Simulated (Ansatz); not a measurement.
## Cs2InAgBr6 (Fm-3m): G0W0 under other settings

Aim: change settings of a G0W0 run on Cs2InAgBr6 (Fm-3m) and see what moves.

Calculated with Ansatz 0.2.0; G0W0 on r2SCAN, plane waves, PAW.

In doubt: one-shot GW on d or f shells is unsure, so the values of those runs are not to be relied on.

### Step 1. The starting structure

The structure is cubic, space group Fm-3m (No. 225). Conventional cell: a = 11.000 Å, b = 11.000 Å, c = 11.000 Å, α = 90.00°, β = 90.00°, γ = 90.00°. Nearest to Cs lie 12 Br at 3.89 Å. Nearest to In lie 6 Br at 2.69 Å. Nearest to Ag lie 6 Br at 2.81 Å. Nearest to Br lie 1 In at 2.69 Å and 1 Ag at 2.81 Å and 4 Cs at 3.89 Å. Farther neighbours and most contacts between anions are not listed.

Geometry: measured lattice cell, ions relaxed with r2SCAN; the structure entry is the Materials Project's. The runs that relaxed it are not among those shown. Spin-orbit coupling is left out unless a step names it. The default PAW set here is soft_2. Its files were made with PBE.

### Step 2. The base run: 2×2×2 mesh, 461 empty bands, screening to 72 eV

G0W0 replaces the xc potential by the self-energy, built once from these orbitals. Only a window of levels is corrected, while the sums run over the empty bands that the input names.

input.yaml

```yaml
crystal:
  lattice:
    - [0.0, 5.5, 5.5]
    - [5.5, 0.0, 5.5]
    - [5.5, 5.5, 0.0]
  atoms:
    - { symbol: Cs, position: [0.75, 0.75, 0.75] }
    - { symbol: Cs, position: [0.25, 0.25, 0.25] }
    - { symbol: In, position: [0.0, 0.0, 0.0] }
    - { symbol: Ag, position: [0.5, 0.5, 0.5] }
    - { symbol: Br, position: [0.755241594, 0.244758406, 0.244758406] }
    - { symbol: Br, position: [0.244758406, 0.244758406, 0.755241594] }
    - { symbol: Br, position: [0.244758406, 0.755241594, 0.755241594] }
    - { symbol: Br, position: [0.244758406, 0.755241594, 0.244758406] }
    - { symbol: Br, position: [0.755241594, 0.244758406, 0.755241594] }
    - { symbol: Br, position: [0.755241594, 0.755241594, 0.244758406] }
kpoints:
  mp_grid: { grid: [2, 2, 2] }
hamiltonian:
  xc: r2scan
scf:
  occupations: { method: fixed }
gw:
  n_empty_bands: 461
  ecut_chi: 72
  qp_bands: [v3, c3]
  qp_kpoints: band_edges
  screening: { model: contour_deformation }
```

Started as:

```sh
ansatz run input.yaml --threads 3 --pin off --max-ram 92160MiB --backend cuda --events-out ev --progress --plain --runs-dir out --devices 1 --max-vram 13GiB
```

Numbers of over 12 decimals in the logs are rounded to 6 here.

What it wrote:

```text
GPUs: using 1 of 1 available (devices: 1).
Engine: ansatz 0.2.0, x86_64-unknown-linux-gnu
Pseudopotentials: kind: paw
Pseudopotential: Cs, paw, valence charge 9, recommended cutoff 500 eV (meta_gga), Cs.paw.azcp
Pseudopotential: In, paw, valence charge 13, recommended cutoff 500 eV (meta_gga), In.paw.azcp
Pseudopotential: Ag, paw, valence charge 19, recommended cutoff 500 eV (meta_gga), Ag.paw.azcp
Pseudopotential: Br, paw, valence charge 7, recommended cutoff 500 eV (meta_gga), Br.paw.azcp
Functional definition: r2SCAN
  parameter k0 = 0.174
  parameter k1 = 0.065
  parameter a1 = 4.9479
  exchange = r2scan_x(k0 = k0, k1 = k1, a1 = a1)
  correlation = r2scan_c
device memory: the entry about to start is reckoned to put 4.1 GiB on a device that reports 49.5 GiB free (of which the cap on the GPU budget leaves the run 13.0 GiB)
GPU FFT provider: cuFFT
GPU libraries: cuBLAS 13.8.2, cuFFT 12.4.0, cuSOLVER 12.3.4
Crystal: 10 atoms, lattice volume = 332.750 Å³
Basis set: ecut = 500 eV, 8393 PW (Γ), exchange–correlation on 240×240×240 points (64 copies of the dense FFT grid, shifted against one another)
Bands: 56, of which v1, the nominal top of the filled ones, is band 46 counted from 1 (45 counted from 0)
Symmetry: 48 space group operations
Space group: Fm-3m (ITA 225), of the structure as read, at distance tolerance 6.9e-5 Å
k-points: 3 of 8
Non-local potential: Cs, projectors of the file, l = 0: 3, l = 1: 2, l = 2: 2, l = 3: 2
Non-local potential: In, projectors of the file, l = 0: 2, l = 1: 2, l = 2: 2, l = 3: 2
Non-local potential: Ag, projectors of the file, l = 0: 3, l = 1: 2, l = 2: 2, l = 3: 1
Non-local potential: Br, projectors of the file, l = 0: 2, l = 1: 2, l = 2: 2
PAW form: soft (Blöchl's): semilocal exchange-correlation on the pseudo side does not see the compensation charge
PAW frozen core: Cs, regenerated for the run's functional (the file was generated under x = pbe(κ = 0.804, μ = 0.219515), c = pbe(β = 0.066725))
PAW frozen core: In, regenerated for the run's functional (the file was generated under x = pbe(κ = 0.804, μ = 0.219515), c = pbe(β = 0.066725))
PAW frozen core: Ag, regenerated for the run's functional (the file was generated under x = pbe(κ = 0.804, μ = 0.219515), c = pbe(β = 0.066725))
PAW frozen core: Br, regenerated for the run's functional (the file was generated under x = pbe(κ = 0.804, μ = 0.219515), c = pbe(β = 0.066725))
PAW one-centre angular grid: Cs, 302 points (default); XC on 160 Gauss nodes
PAW one-centre angular grid: In, 590 points (default); XC on 289 of its mesh's 2783 points in the sphere
PAW one-centre angular grid: Ag, 590 points (default); XC on 160 Gauss nodes
PAW one-centre angular grid: Br, 302 points (default); XC on 160 Gauss nodes
[...]
device memory: the entry about to start is reckoned to put 0.9 GiB on a device that reports 52.8 GiB free (of which the cap on the GPU budget leaves the run 13.0 GiB)
NSCF: frozen V_eff on 1 k-points
SCF converged after 7 iterations
Free energy (F): -41358.356655 eV
Harris-Foulkes:  -41358.356655 eV  (|F-HF|=3.51e-9)
Internal energy: -41358.356655 eV  (E = F + TS)
E sigma→0 (E₀):  -41358.356655 eV
Fermi energy:    3.746470 eV
--- Per-component energies (eV) ---
  E_band       = -749.476054
  E_kinetic    = 1864.172565
  E_local      = -7712.899668  (includes V_loc(G=0)·N_el)
  E_nonlocal   = 934.435650
  E_hartree    = 3138.788560
  E_xc         = -2208.600468
  E_vxc        = -1330.339698  (∫ρ·V_xc dr)
  E_paw        = -31922.761375  (= ΣΔE_a)
  E_vpaw       = -855.752154  (= ΣTr[D̂ρ^β])
  E_aug_tail   = 0.000072  (compensation charges beyond the density's cutoff)
  E_vtau       = 73.324814  (kinetic-family band-sum trace: ∫τ·v_τ [+ j·A + Jᵃ·Aᵃ] dr)
  E_ewald      = -5451.098822
  E_core_change = -0.393169  (= ΣΔE_core)
  E_smearing   = -0.000000  (= −TS)
  E_closure    = -0.000000  (closes the sum)
  Σ components = -41358.356655   (vs F -41358.356655, Δ=0.00e0)
--- Band table (eV) ---
  k-point 0: bands = [... 42 lower, 3.1138, 3.1138, 3.7465, 3.7465, 4.4525, 8.8843, 8.9247, 8.9247, ... 6 higher]
  k-point 1: bands = [... 42 lower, 2.8482, 2.8482, 3.2080, 3.2080, 6.2464, 7.6038, 10.1185, 10.2517, ... 6 higher]
  k-point 2: bands = [... 42 lower, 2.7368, 2.7368, 3.0950, 3.7398, 7.0782, 9.6631, 9.9842, 9.9842, ... 6 higher]
--- G₀W₀: contour deformation, 7 samples at zero and on the imaginary axis and 2 off it, 8 q-points, 461 empty bands' worth ---
  eigenvalues of the whole cell's RPA ε∞ on this k-mesh (on a slab, of 1 + 4πα/V) = 4.7482, 4.7482, 4.7482; static W/v taken at q = 0 is 0.210605
  bands read: the sum over 507 bands ends inside a degenerate multiplet in 2 slots, whose members it reads at an even weight; the widest, k=1: bands 507 to 508 (counted from 1) at 1/2 each
  gw.qp_kpoints: band_edges: 3 of 3 stored k-points solved, in 1 pass; an edge of the gap read off the rows below is read off those points alone
    ik  band        ε_KS         Σx   Σc(E_QP)       V_xc       Z   E_QP_lin       E_QP  E_QP is
     0    44      3.1138   -20.0257     2.7648   -16.6048  0.7604     2.4394     2.4579  root
     0    45      3.7465   -26.4938     3.1922   -22.9735  0.7549     3.4150     3.4184  root
     0    46      3.7465   -26.4938     3.1922   -22.9735  0.7549     3.4150     3.4184  root
     0    47      4.4525   -10.1198    -3.3375   -13.9682  0.7891     4.9704     4.9633  root
     0    48      8.8843    -4.4183    -3.4371    -8.0528  0.8162     9.0828     9.0818  root
     0    49      8.9247    -6.3897    -3.6784   -10.4597  0.7963     9.3210     9.3164  root
     1    44      2.8482   -19.8617     2.7060   -16.5323  0.7586     2.2090     2.2248  root
     1    45      3.2080   -24.6490     3.2453   -20.9230  0.7510     2.7191     2.7274  root
[...]
2    46      3.7398   -26.4786     3.1804   -22.9743  0.7552     3.4126     3.4159  root
     2    47      7.0782   -13.7846    -3.1332   -17.6901  0.7606     7.8334     7.8504  root
     2    48      9.6631   -10.0615    -4.4855   -15.2429  0.7376    10.3597    10.3590  root
     2    49      9.9842    -7.3327    -3.9836   -11.7824  0.7868    10.4547    10.4501  root
```

Run time: 16 s. Hardware: 1 × NVIDIA H100 80GB HBM3 (shared by 6 runs) with 3 threads of AMD EPYC 7R13 (Zen 3), shared host; peak memory 2.2 GiB.

This step gave:

* bands summed: 507
* RPA ε∞ on this mesh (eigenvalues): 4.748, 4.748, 4.748
* plane waves in the screening matrix: 459
* q-points in the mesh: 8
* G0W0 gap on the mesh: 1.545 eV
* k of the valence top: 0, 0, 0
* k of the conduction bottom: 0, 0, 0
* starting gap on the mesh: 0.7060 eV
* Z at the valence top: 0.7549
* Z at the conduction bottom: 0.7891
* least direct G0W0 gap on the computed points: 1.545 eV

The gap on the mesh goes from 0.71 eV to 1.54 eV, a correction of +0.84 eV. Between the two edge states, bare exchange in place of the xc potential would open the gap by 7.37 eV, and correlation takes back 6.53 eV.

### Step 3. Variant: guard bands

input.yaml, as its differences from that of step 2:

```diff
@@ -23,4 +23,4 @@
 gw:
-  n_empty_bands: 461
-  ecut_chi: 72
+  n_empty_bands: 540
+  ecut_chi: 80
   qp_bands: [v3, c3]
@@ -28 +28,2 @@
   screening: { model: contour_deformation }
+  n_guard_bands: 12
```

What it wrote:

```text
GPUs: using 1 of 1 available (devices: 1).
[...]
GPU FFT provider: cuFFT
GPU libraries: cuBLAS 13.8.2, cuFFT 12.4.0, cuSOLVER 12.3.4
Crystal: 10 atoms, lattice volume = 332.750 Å³
Basis set: ecut = 500 eV, 8393 PW (Γ), exchange–correlation on 240×240×240 points (64 copies of the dense FFT grid, shifted against one another)
Bands: 56, of which v1, the nominal top of the filled ones, is band 46 counted from 1 (45 counted from 0)
[... 1 set-up line as in the run before ...]
[...]
k-points: 3 of 8
[...]
GPU buffer pool allocated for 216000 grid points (all kernels)
[...]
SCF iter   1: F=—  HF=-41358.327679 eV  |F-HF|=—  |Δ(HF+E_count)|=         —  Δρ=5.67e-3  dr2=1.20e-1  dr2_τ=2.58e-2  ethr=1.77e-3  ⟨swp⟩=5.0  Hψ=586  notcnv=0  defer=20
[...]
SCF iter   7: F=-41358.356655 eV  HF=-41358.356655 eV  |F-HF|=3.51e-9  |Δ(HF+E_count)|=   5.36e-8  Δρ=1.59e-6  dr2=1.93e-8  dr2_τ=6.39e-10  ethr=1.09e-10  ⟨swp⟩=16.7  Hψ=930  notcnv=0
SCF 1 converged in 7 iterations: F = -41358.356655 eV  dr2 = 1.93e-8
[...]
NSCF: frozen V_eff on 3 k-points
[...]
G₀W₀ screening: q 1/3
[... further progress lines ...]
[...]
SCF converged after 7 iterations
Free energy (F): -41358.356655 eV
[...]
Internal energy: -41358.356655 eV  (E = F + TS)
E sigma→0 (E₀):  -41358.356655 eV
Fermi energy:    3.746470 eV
[...]
--- Band table (eV) ---
  k-point 0: bands = [... 42 lower, 3.1138, 3.1138, 3.7465, 3.7465, 4.4525, 8.8843, 8.9247, 8.9247, ... 6 higher]
  k-point 1: bands = [... 42 lower, 2.8482, 2.8482, 3.2080, 3.2080, 6.2464, 7.6038, 10.1185, 10.2517, ... 6 higher]
  k-point 2: bands = [... 42 lower, 2.7368, 2.7368, 3.0950, 3.7398, 7.0782, 9.6631, 9.9842, 9.9842, ... 6 higher]
[...]
`?` marks the rows in doubt; gw_qp.tsv's column doubts and the gw_qp event give each row's grounds
[...]
0    44      3.1138   -20.0257     2.7135   -16.6048  0.7598     2.3845     2.4065  root ?
     0    45      3.7465   -26.4938     3.1401   -22.9735  0.7541     3.3616     3.3663  root
     0    46      3.7465   -26.4938     3.1401   -22.9735  0.7541     3.3616     3.3663  root
     0    47      4.4525   -10.1198    -3.3803   -13.9682  0.7888     4.9264     4.9206  root
     0    48      8.8843    -4.4183    -3.4514    -8.0528  0.8162     9.0683     9.0675  root
     0    49      8.9247    -6.3897    -3.7089   -10.4597  0.7962     9.2897     9.2858  root
     1    44      2.8482   -19.8617     2.6574   -16.5323  0.7580     2.1558     2.1762  root
     1    45      3.2080   -24.6490     3.1955   -20.9230  0.7503     2.6671     2.6775  root
     1    46      3.2080   -24.6490     3.1955   -20.9230  0.7503     2.6671     2.6775  root
[...]
2    44      2.7368   -23.5874     3.3978   -19.4891  0.7470     2.0125     2.0362  root
     2    45      3.0950   -19.9653     2.7032   -16.5500  0.7598     2.3641     2.3828  root ?
     2    46      3.7398   -26.4786     3.1284   -22.9743  0.7543     3.3595     3.3640  root
     2    47      7.0782   -13.7846    -3.1914   -17.6901  0.7603     7.7765     7.7922  root ?
     2    48      9.6631   -10.0615    -4.5367   -15.2429  0.7373    10.3084    10.3077  root
     2    49      9.9842    -7.3327    -4.0236   -11.7824  0.7858    10.4135    10.4102  root
```

The job ended after 23 s (1 × NVIDIA H100 80GB HBM3 (shared by 6 runs) with 3 threads; peak memory 2.4 GiB; 16 s of CPU time).

The G0W0 gap on the mesh is 1.554 eV.

Against the base:

```csv
setting,base,variant
empty bands,461,540
screening cutoff (eV),72,80
n guard bands,-,12
```

```csv
quantity,variant,base
starting gap on the mesh,0.706,0.706
G0W0 gap on the mesh,1.554,1.545
least direct G0W0 gap on the computed points,1.554,1.545
Z at the valence top,0.754,0.755
Z at the conduction bottom,0.789,0.789
```

### Step 4. Summary of results

```yaml
base: 1.54 eV, 16 s
guard_bands: 1.55 eV, 23 s
```

What this shows: Guard bands: the gap moves by +0.01 eV. The variant differs from the base in empty bands, screening cutoff and n guard bands together, so the change can't be laid to one of them. All runs here use a coarse mesh and modest cutoffs; they test settings and are not final values. The 2×2×2 mesh is coarse for this cell (its supercell is 16 Å along the shortest edge). The RPA ε∞ on it, from the r2SCAN start, is 4.75; such meshes misread the long-range screening, most where the gap is narrow. A d shell, filled or nearly so, lies near the gap. One-shot GW converges very slowly in bands there, not always from below, and on a semilocal start the gap tends to come out low; starts rich in exact exchange can overshoot instead. The many-body steps are scalar-relativistic: spin-orbit coupling is not in them.

[Paths, hosts, dates, memory and timing lines, banners, echoed tables and standing remarks are left out of the program output.]

[Logs are printed without paths, hosts, clocks, repeated set-up lines and the standing remarks that a program may print on its own settings, such as how far it seeks lower states.]

[Runs of the session that timed out or met a known fault of the program may be left out.]

[Cells called generated may have been cut or substituted from an entry of the Crystallography Open Database or the Materials Project.]

[Hosts, paths, dates, database ids (printed as entryN), source tags and the programs' standing remarks are cut or masked in the printed files.]
